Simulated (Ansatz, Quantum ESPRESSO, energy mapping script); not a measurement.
## MnS: energy mapping under LDA+U (3.6 eV), QE, GBRV

Aim: the exchange couplings of MnS from the energies of a few collinear orders, and the ordering temperature that they give.

Program: Quantum ESPRESSO 7.5. Level of theory: LDA with U = 3.6 eV on Mn d, ortho-atomic projectors; plane waves, U on orthogonalised atomic orbitals unless named otherwise, collinear spin, no spin–orbit coupling. Results are calculated unless marked as measured.

The experiments to compare with:

For MnS, rock salt (x = 0), “Single-Crystal and Powder Neutron Diffraction Study of FeXMn1-XS Solid Solutions” (2011, arxiv:1108.4537) gives, by neutron diffraction: ordering temperature (Neel temperature) 150 K.

Most raw output is cut from this account.

The database entry behind the starting cell differs from later determinations by our own check (an axis about 0.2 % short against later determinations), so it need not match the best structure at ambient conditions.

## 1. The structure

It takes space group Fm-3m (No. 225, cubic). Conventional cell: a = 5.209 Å, b = 5.209 Å, c = 5.209 Å, α = 90.00°, β = 90.00°, γ = 90.00°. Mn has 6 S at 2.60 Å nearest. S has 6 Mn at 2.60 Å nearest. Farther neighbours and most contacts between anions are not listed.

Coordinates:

```cif
data_structure
_symmetry_space_group_name_H-M 'Fm-3m'
_symmetry_Int_Tables_number 225
_cell_length_a 5.2090
_cell_length_b 5.2090
_cell_length_c 5.2090
_cell_angle_alpha 90.000
_cell_angle_beta 90.000
_cell_angle_gamma 90.000
_cell_volume 141.34
loop_
_atom_site_label
_atom_site_type_symbol
_atom_site_symmetry_multiplicity
_atom_site_Wyckoff_symbol
_atom_site_fract_x
_atom_site_fract_y
_atom_site_fract_z
_atom_site_occupancy
Mn1 Mn 4 a 0.00000 0.00000 0.00000 1
S1 S 4 b 0.50000 0.00000 0.00000 1
```

A Hubbard U penalises fractional filling of the shell. It raises the cost of virtual hops to the neighbours, so couplings that rest on such hops usually weaken. These runs use Quantum ESPRESSO.

## 2. Run 1 (parallel; cell A, 4 atoms)

Each cell gets its own parallel run on the same mesh, so that most of the mesh error cancels in the differences.

The potential files are GBRV's for LDA; pw.x takes the functional from them.

File pw.in:

```
&control
  calculation = 'scf'
  prefix = 'pw'
  outdir = './tmp/'
  pseudo_dir = './pseudo/'
  verbosity = 'low'
/
&system
  ibrav = 0
  nat = 4
  ntyp = 2
  ecutwfc = 45
  ecutrho = 360
  nbnd = 38
  occupations = 'smearing'
  smearing = 'fd'
  degauss = 0.00367493
  nspin = 2
  starting_magnetization(1) = 0.3000
/
&electrons
  conv_thr = 1.0e-08
  electron_maxstep = 120
  mixing_beta = 0.3
  mixing_mode = 'plain'
/
ATOMIC_SPECIES
  Mn 54.9380 Mn.upf
  S 32.0600 S.upf
CELL_PARAMETERS angstrom
  0.00000000 -2.60450000 -2.60450000
  -2.60450000 0.00000000 -2.60450000
  2.60450000 2.60450000 -5.20900000
ATOMIC_POSITIONS crystal
  Mn 0.50000000 0.50000000 0.50000000
  Mn 0.00000000 0.00000000 0.00000000
  S 0.75000000 0.75000000 0.75000000
  S 0.25000000 0.25000000 0.25000000
K_POINTS automatic
  7 7 7 0 0 0
HUBBARD {ortho-atomic}
U Mn-3d 3.6
```

On the command line:

```bash
$ OMP_NUM_THREADS=1 mpirun -n 4 pw.x -nk 4 -in pw.in > pw.out
```

Elapsed: 42 s, on 4 MPI ranks of Arm Neoverse V2, shared host; peak memory 0.51 GiB.

Spin moment in the sphere by atom:

| atom | spin moment in the sphere (μB) |
| --- | --- |
| Mn1 | 4.46 |
| Mn2 | 4.46 |
| S3 | 0.15 |
| S4 | 0.15 |

The run ends ferromagnetic.

## 3. Run 2 (compensated +−; cell A, 4 atoms)

This order reverses 6 of the 12 neighbours at 3.68 Å, 6 of the 6 neighbours at 5.21 Å and 12 of the 24 neighbours at 6.38 Å, counted for an average magnetic atom.

pw.in, as its differences from that of step 2:

```diff
@@ -10,6 +10,6 @@
   nat = 4
-  ntyp = 2
+  ntyp = 3
   ecutwfc = 45
   ecutrho = 360
-  nbnd = 38
+  nbnd = 33
   occupations = 'smearing'
@@ -19,2 +19,3 @@
   starting_magnetization(1) = 0.3000
+  starting_magnetization(2) = -0.3000
 /
@@ -27,3 +28,4 @@
 ATOMIC_SPECIES
-  Mn 54.9380 Mn.upf
+  Mn1 54.9380 Mn.upf
+  Mn2 54.9380 Mn.upf
   S 32.0600 S.upf
@@ -34,4 +36,4 @@
 ATOMIC_POSITIONS crystal
-  Mn 0.50000000 0.50000000 0.50000000
-  Mn 0.00000000 0.00000000 0.00000000
+  Mn1 0.50000000 0.50000000 0.50000000
+  Mn2 0.00000000 0.00000000 0.00000000
   S 0.75000000 0.75000000 0.75000000
@@ -41,2 +43,3 @@
 HUBBARD {ortho-atomic}
-U Mn-3d 3.6
+U Mn1-3d 3.6
+U Mn2-3d 3.6
```

It took 43 s on 4 MPI ranks; peak memory 0.61 GiB; 2.8 min of CPU time.

Spin moment in the sphere by atom:

| atom | spin moment in the sphere (μB) |
| --- | --- |
| Mn1 | 4.36 |
| Mn2 | -4.36 |
| S3 | 0.00 |
| S4 | 0.00 |

The run ends antiferromagnetic, 73.29 meV a magnetic atom below the parallel order of its cell.

## 4. Order 3: parallel, cell B of 4 atoms

The parallel order again, as the reference for this cell.

This run holds the same structure in another cell (c 6.380 → 5.209 Å, α 73.2 → 90.0°, β 73.2 → 90.0°, γ 60.0 → 90.0°).

File pw.in:

```
&control
  calculation = 'scf'
  prefix = 'pw'
  outdir = './tmp/'
  pseudo_dir = './pseudo/'
  verbosity = 'low'
/
&system
  ibrav = 0
  nat = 4
  ntyp = 2
  ecutwfc = 45
  ecutrho = 360
  nbnd = 38
  occupations = 'smearing'
  smearing = 'fd'
  degauss = 0.00367493
  nspin = 2
  starting_magnetization(1) = 0.3000
/
&electrons
  conv_thr = 1.0e-08
  electron_maxstep = 120
  mixing_beta = 0.3
  mixing_mode = 'plain'
/
ATOMIC_SPECIES
  Mn 54.9380 Mn.upf
  S 32.0600 S.upf
CELL_PARAMETERS angstrom
  0.00000000 -2.60450000 -2.60450000
  0.00000000 2.60450000 -2.60450000
  5.20900000 0.00000000 0.00000000
ATOMIC_POSITIONS crystal
  Mn 0.50000000 0.50000000 0.50000000
  Mn 0.00000000 0.00000000 0.00000000
  S 0.50000000 0.50000000 0.00000000
  S 0.00000000 0.00000000 0.50000000
K_POINTS automatic
  6 6 4 0 0 0
HUBBARD {ortho-atomic}
U Mn-3d 3.6
```

Wall time 24 s (4 MPI ranks); peak memory 0.45 GiB.

The run ends ferromagnetic. For each magnetic atom its energy differs from the parallel run of the first cell by 1.01 meV, an error that one common reference would have brought in.

## 5. Order 4: compensated +−, cell B of 4 atoms

This order reverses 8 of the 12 neighbours at 3.68 Å, 0 of the 6 neighbours at 5.21 Å and 16 of the 24 neighbours at 6.38 Å, counted for an average magnetic atom.

pw.in, as its differences from that of step 4:

```diff
@@ -10,6 +10,6 @@
   nat = 4
-  ntyp = 2
+  ntyp = 3
   ecutwfc = 45
   ecutrho = 360
-  nbnd = 38
+  nbnd = 33
   occupations = 'smearing'
@@ -19,2 +19,3 @@
   starting_magnetization(1) = 0.3000
+  starting_magnetization(2) = -0.3000
 /
@@ -27,3 +28,4 @@
 ATOMIC_SPECIES
-  Mn 54.9380 Mn.upf
+  Mn1 54.9380 Mn.upf
+  Mn2 54.9380 Mn.upf
   S 32.0600 S.upf
@@ -34,4 +36,4 @@
 ATOMIC_POSITIONS crystal
-  Mn 0.50000000 0.50000000 0.50000000
-  Mn 0.00000000 0.00000000 0.00000000
+  Mn1 0.50000000 0.50000000 0.50000000
+  Mn2 0.00000000 0.00000000 0.00000000
   S 0.50000000 0.50000000 0.00000000
@@ -41,2 +43,3 @@
 HUBBARD {ortho-atomic}
-U Mn-3d 3.6
+U Mn1-3d 3.6
+U Mn2-3d 3.6
```

Run time: 24 s. Hardware: 4 MPI ranks; peak memory 0.58 GiB; 98 s of CPU time.

The run ends antiferromagnetic, 19.67 meV a magnetic atom below the parallel order of its cell.

## 6. Order 5: parallel, cell C of 6 atoms

File pw.in:

```
&control
  calculation = 'scf'
  prefix = 'pw'
  outdir = './tmp/'
  pseudo_dir = './pseudo/'
  verbosity = 'low'
/
&system
  ibrav = 0
  nat = 6
  ntyp = 2
  ecutwfc = 45
  ecutrho = 360
  nbnd = 54
  occupations = 'smearing'
  smearing = 'fd'
  degauss = 0.00367493
  nspin = 2
  starting_magnetization(1) = 0.3000
/
&electrons
  conv_thr = 1.5e-08
  electron_maxstep = 120
  mixing_beta = 0.3
  mixing_mode = 'plain'
/
ATOMIC_SPECIES
  Mn 54.9380 Mn.upf
  S 32.0600 S.upf
CELL_PARAMETERS angstrom
  0.00000000 2.60450000 2.60450000
  -2.60450000 0.00000000 -2.60450000
  -5.20900000 -5.20900000 5.20900000
ATOMIC_POSITIONS crystal
  Mn 0.00000000 0.00000000 0.00000000
  Mn 0.33333333 0.66666667 0.66666667
  Mn 0.66666667 0.33333333 0.33333333
  S 0.66666667 0.33333333 0.83333333
  S 0.00000000 0.00000000 0.50000000
  S 0.33333333 0.66666667 0.16666667
K_POINTS automatic
  7 7 3 0 0 0
HUBBARD {ortho-atomic}
U Mn-3d 3.6
```

The job ended after 38 s (4 MPI ranks; peak memory 0.8 GiB).

The run ends ferromagnetic. For each magnetic atom its energy differs from the parallel run of the first cell by -0.02 meV, an error that one common reference would have brought in.

## 7. Uncompensated ++− start in cell C (6 atoms)

This order reverses 4 of the 12 neighbours at 3.68 Å, 4 of the 6 neighbours at 5.21 Å and 12 of the 24 neighbours at 6.38 Å, counted for an average magnetic atom.

pw.in, as its differences from that of step 6:

```diff
@@ -10,6 +10,6 @@
   nat = 6
-  ntyp = 2
+  ntyp = 3
   ecutwfc = 45
   ecutrho = 360
-  nbnd = 54
+  nbnd = 49
   occupations = 'smearing'
@@ -19,2 +19,3 @@
   starting_magnetization(1) = 0.3000
+  starting_magnetization(2) = -0.3000
 /
@@ -27,3 +28,4 @@
 ATOMIC_SPECIES
-  Mn 54.9380 Mn.upf
+  Mn1 54.9380 Mn.upf
+  Mn2 54.9380 Mn.upf
   S 32.0600 S.upf
@@ -34,5 +36,5 @@
 ATOMIC_POSITIONS crystal
-  Mn 0.00000000 0.00000000 0.00000000
-  Mn 0.33333333 0.66666667 0.66666667
-  Mn 0.66666667 0.33333333 0.33333333
+  Mn1 0.00000000 0.00000000 0.00000000
+  Mn1 0.33333333 0.66666667 0.66666667
+  Mn2 0.66666667 0.33333333 0.33333333
   S 0.66666667 0.33333333 0.83333333
@@ -43,2 +45,3 @@
 HUBBARD {ortho-atomic}
-U Mn-3d 3.6
+U Mn1-3d 3.6
+U Mn2-3d 3.6
```

The job ended after 44 s (4 MPI ranks; peak memory 0.8 GiB).

The run ends ferrimagnetic, 56.98 meV a magnetic atom below the parallel order of its cell.

## 8. Order 7: parallel, cell D of 6 atoms

A new cell needs its own zero of energy.

This run holds the same structure in another cell (b 3.683 → 5.209 Å, c 9.022 → 6.380 Å, α 90.0 → 114.1°, β 90.0 → 106.8°, γ 120.0 → 90.0°).

File pw.in:

```
&control
  calculation = 'scf'
  prefix = 'pw'
  outdir = './tmp/'
  pseudo_dir = './pseudo/'
  verbosity = 'low'
/
&system
  ibrav = 0
  nat = 6
  ntyp = 2
  ecutwfc = 45
  ecutrho = 360
  nbnd = 54
  occupations = 'smearing'
  smearing = 'fd'
  degauss = 0.00367493
  nspin = 2
  starting_magnetization(1) = 0.3000
/
&electrons
  conv_thr = 1.5e-08
  electron_maxstep = 120
  mixing_beta = 0.3
  mixing_mode = 'plain'
/
ATOMIC_SPECIES
  Mn 54.9380 Mn.upf
  S 32.0600 S.upf
CELL_PARAMETERS angstrom
  0.00000000 -2.60450000 -2.60450000
  -5.20900000 0.00000000 0.00000000
  2.60450000 5.20900000 -2.60450000
ATOMIC_POSITIONS crystal
  Mn 0.66666667 0.66666667 0.33333333
  Mn 0.33333333 0.33333333 0.66666667
  Mn 0.00000000 0.00000000 0.00000000
  S 0.66666667 0.16666667 0.33333333
  S 0.33333333 0.83333333 0.66666667
  S 0.00000000 0.50000000 0.00000000
K_POINTS automatic
  6 6 6 0 0 0
HUBBARD {ortho-atomic}
U Mn-3d 3.6
```

Elapsed: 91 s, on 4 MPI ranks; peak memory 0.99 GiB; 6 min of CPU time.

The run ends ferromagnetic. For each magnetic atom its energy differs from the parallel run of the first cell by -0.02 meV, an error that one common reference would have brought in.

## 9. Run 8 (uncompensated ++−; cell D, 6 atoms)

This order reverses 6.67 of the 12 neighbours at 3.68 Å, 2.67 of the 6 neighbours at 5.21 Å and 8 of the 24 neighbours at 6.38 Å, counted for an average magnetic atom.

pw.in, as its differences from that of step 8:

```diff
@@ -10,6 +10,6 @@
   nat = 6
-  ntyp = 2
+  ntyp = 3
   ecutwfc = 45
   ecutrho = 360
-  nbnd = 54
+  nbnd = 49
   occupations = 'smearing'
@@ -19,2 +19,3 @@
   starting_magnetization(1) = 0.3000
+  starting_magnetization(2) = -0.3000
 /
@@ -27,3 +28,4 @@
 ATOMIC_SPECIES
-  Mn 54.9380 Mn.upf
+  Mn1 54.9380 Mn.upf
+  Mn2 54.9380 Mn.upf
   S 32.0600 S.upf
@@ -34,5 +36,5 @@
 ATOMIC_POSITIONS crystal
-  Mn 0.66666667 0.66666667 0.33333333
-  Mn 0.33333333 0.33333333 0.66666667
-  Mn 0.00000000 0.00000000 0.00000000
+  Mn1 0.66666667 0.66666667 0.33333333
+  Mn1 0.33333333 0.33333333 0.66666667
+  Mn2 0.00000000 0.00000000 0.00000000
   S 0.66666667 0.16666667 0.33333333
@@ -43,2 +45,3 @@
 HUBBARD {ortho-atomic}
-U Mn-3d 3.6
+U Mn1-3d 3.6
+U Mn2-3d 3.6
```

Elapsed: 1.7 min, on 4 MPI ranks; peak memory 0.98 GiB; 6.9 min of CPU time.

The run ends ferrimagnetic, 47.22 meV a magnetic atom below the parallel order of its cell.

## 10. From energies to couplings

Each energy difference is a sum of couplings weighted by the pairs that the order reverses. A few near shells are fitted to the differences by least squares. Energies are those extrapolated to zero occupation width, not the free energies F.

Energies from the parallel order of the same cell:

| order | atoms | energy (meV a magnetic atom) | moments (μB) | moments kept as typed | opposed neighbours at 3.68, 5.21, 6.38 Å |
| --- | --- | --- | --- | --- | --- |
| parallel in cell A | 4 | 0.00 | 4.46 | yes | 0, 0, 0 |
| compensated +− in cell A | 4 | -73.29 | 4.36 | yes | 6, 6, 12 |
| parallel in cell B | 4 | 0.00 | 4.46 | yes | 0, 0, 0 |
| compensated +− in cell B | 4 | -19.67 | 4.43 | yes | 8, 0, 16 |
| parallel in cell C | 6 | 0.00 | 4.46 | yes | 0, 0, 0 |
| uncompensated ++− in cell C | 6 | -56.98 | 4.35 to 4.41 | yes | 4, 4, 12 |
| parallel in cell D | 6 | 0.00 | 4.46 | yes | 0, 0, 0 |
| uncompensated ++− in cell D | 6 | -47.22 | 4.36 to 4.41 | yes | 6.67, 2.67, 8 |

Fitted to E = −Σ J e·e over ordered pairs of unit vectors (J > 0 favours parallel moments):

| pair | distance (Å) | neighbours | J (meV) |
| --- | --- | --- | --- |
| Mn–Mn | 3.68 | 12 | -1.11 |
| Mn–Mn | 5.21 | 6 | -5.14 |
| Mn–Mn | 6.38 | 24 | -0.111 |

Adding the shell at 7.37 Å gives -0.50, -4.9, -0.36 and -0.65 meV and a mean-field temperature of 166 K, an exact solve that tests nothing.

In mean field these couplings order at 238 K, at q = (0.50, 0.50, 0.50) in fractions of the conventional cell's reciprocal vectors, and give a Curie–Weiss temperature of -362 K.

## 11. Monte Carlo

Mean field ignores fluctuations and overstates the ordering temperature, so the model is also sampled. The heat capacity peaks where order sets in.

Classical unit spins with these couplings on 8×8×4 copies of a cell that holds the lowest order (512 spins), heat-bath sweeps, cooled from random directions, 1009 sweeps to settle and 3027 measured at each temperature, averaged over 4 runs.

| T (K) | order along the lowest pattern | net moment | heat capacity (k_B a spin) |
| --- | --- | --- | --- |
| 28.6 | 0.46 | 0.01 | 1.05 |
| 48.9 | 0.46 | 0.01 | 1.11 |
| 79.4 | 0.36 | 0.01 | 1.19 |
| 99.8 | 0.38 | 0.01 | 1.21 |
| 120 | 0.34 | 0.02 | 1.37 |
| 151 | 0.29 | 0.02 | 1.76 |
| 161 | 0.27 | 0.02 | 1.92 |
| 171 | 0.22 | 0.02 | 1.83 |
| 191 | 0.16 | 0.02 | 1.24 |
| 212 | 0.12 | 0.02 | 0.70 |
| 242 | 0.09 | 0.02 | 0.37 |
| 262 | 0.08 | 0.03 | 0.29 |

The smoothed heat capacity peaks at 161 K. The order column follows one pattern alone; equivalent domains or another pattern share the rest.

## 12. Comparison

The first set of orders, under PBE+U (3.6 eV), QE, GBRV, took 27 min of CPU time summed over its finished orders (seed run apart), these 27 min.

| quantity | this set | first set |
| --- | --- | --- |
| J at 3.68 Å, meV | -1.11 | -1.39 |
| J at 5.21 Å, meV | -5.14 | -4.13 |
| J at 6.38 Å, meV | -0.111 | -0.0923 |
| ordering temperature, mean field, K | 238 | 192 |
| heat-capacity peak, Monte Carlo, K | 161 | 129 |

The coupling that led in the first set goes from -4.13 to -5.14 meV.

## 13. Summary of results

```yaml
lowest_order_tried: compensated +− in cell A
largest_fitted_value_mn_mn_at_5p21_a: -5.14 meV
ordering_temperature_mean_field: 238 K
heat_capacity_peak_monte_carlo: 161 K
```

Of the orders tried, MnS prefers the order “compensated +− in cell A” under LDA+U (3.6 eV), QE, GBRV, with 6 of 12 neighbours at 3.68 Å, 6 of 6 neighbours at 5.21 Å and 12 of 24 neighbours at 6.38 Å opposed. The coupling at 5.21 Å is 1.2 times that of the first set, at 1.0 times the CPU time. The largest fitted coupling is the Mn–Mn pair at 5.21 Å, antiferromagnetic at -5.1 meV, across a ligand at about 180°. The straight metal–ligand–metal path outweighs the right-angled one, the pattern expected of superexchange through one ligand p orbital, which these runs do not test. The orders also reverse pairs at 7.37 Å, which are not fitted, so the fitted values hold their part too. With 4 differences for 3 couplings the fit misses by 4.3 meV at most, which is not small: farther shells, terms beyond the Heisenberg form or the mesh can cause that. In the fitted orders moments change by up to 2.4 % against the parallel run of the same cell, so their size stays put. One more shell, at 7.37 Å, moves the mean-field temperature from 238 to 166 K, so the temperatures, and any agreement with experiment, hang on where the fit is cut. Monte Carlo puts the peak at 0.68 of the mean-field temperature, since mean field leaves out fluctuations. In tests on simple cubic and body-centred models such peaks lay 5 to 6 % under the bulk value. On cooling, the order along the one computed pattern stays at or under 0.46: the model settles in an equivalent domain, a degenerate mixture or another order. The parallel order holds 5 μB a magnetic atom, spin 2.5; the common factor (S+1)/S would raise the classical 161 K to 226 K, a correction that often overshoots. The classical value and the one scaled by (S+1)/S differ by a factor of 1.4, so closeness of either to the measured temperature is partly a matter of convention.

1 further run of the session is left out of this account and of its counts and ranges: runs hit by known faults of a program or its files, repeats, responses too ill-conditioned to give a U, cells squeezed past sense, harmless faults, or fits whose shells could not be counted again from the structure.

Computed beside measured:

| quantity | measured | LDA+U (3.6 eV), QE, GBRV, Monte Carlo | LDA+U (3.6 eV), QE, GBRV, Monte Carlo × (S+1)/S |
| --- | --- | --- | --- |
| ordering temperature (spin model) (K) | 150 | 161 (+7.6 %) | 226 (+50.6 %) |

Measured values from arxiv:1108.4537 (2011).

How well it matches: For the ordering temperature, of the levels listed nearest comes LDA+U (3.6 eV), QE, GBRV, Monte Carlo (+7.6 %, good agreement) and farthest LDA+U (3.6 eV), QE, GBRV, Monte Carlo × (S+1)/S (+50.6 %, a clear miss). A U picked for its result is no test. No cell relaxation is part of this session.

[Logs and program files are shortened in this print: banners, set-up blocks, solver, clock and traceback lines can be left out without a mark of their own.]

[Logs are printed without paths, hosts, clocks, repeated set-up lines and the standing remarks that a program may print on its own settings, such as how far it seeks lower states.]

[Hosts, paths, dates, database ids (printed as entryN), source tags and the programs' standing remarks are cut or masked in the printed files.]

[Where a cell is said to come from a database of computed structures, the database is the Materials Project.]
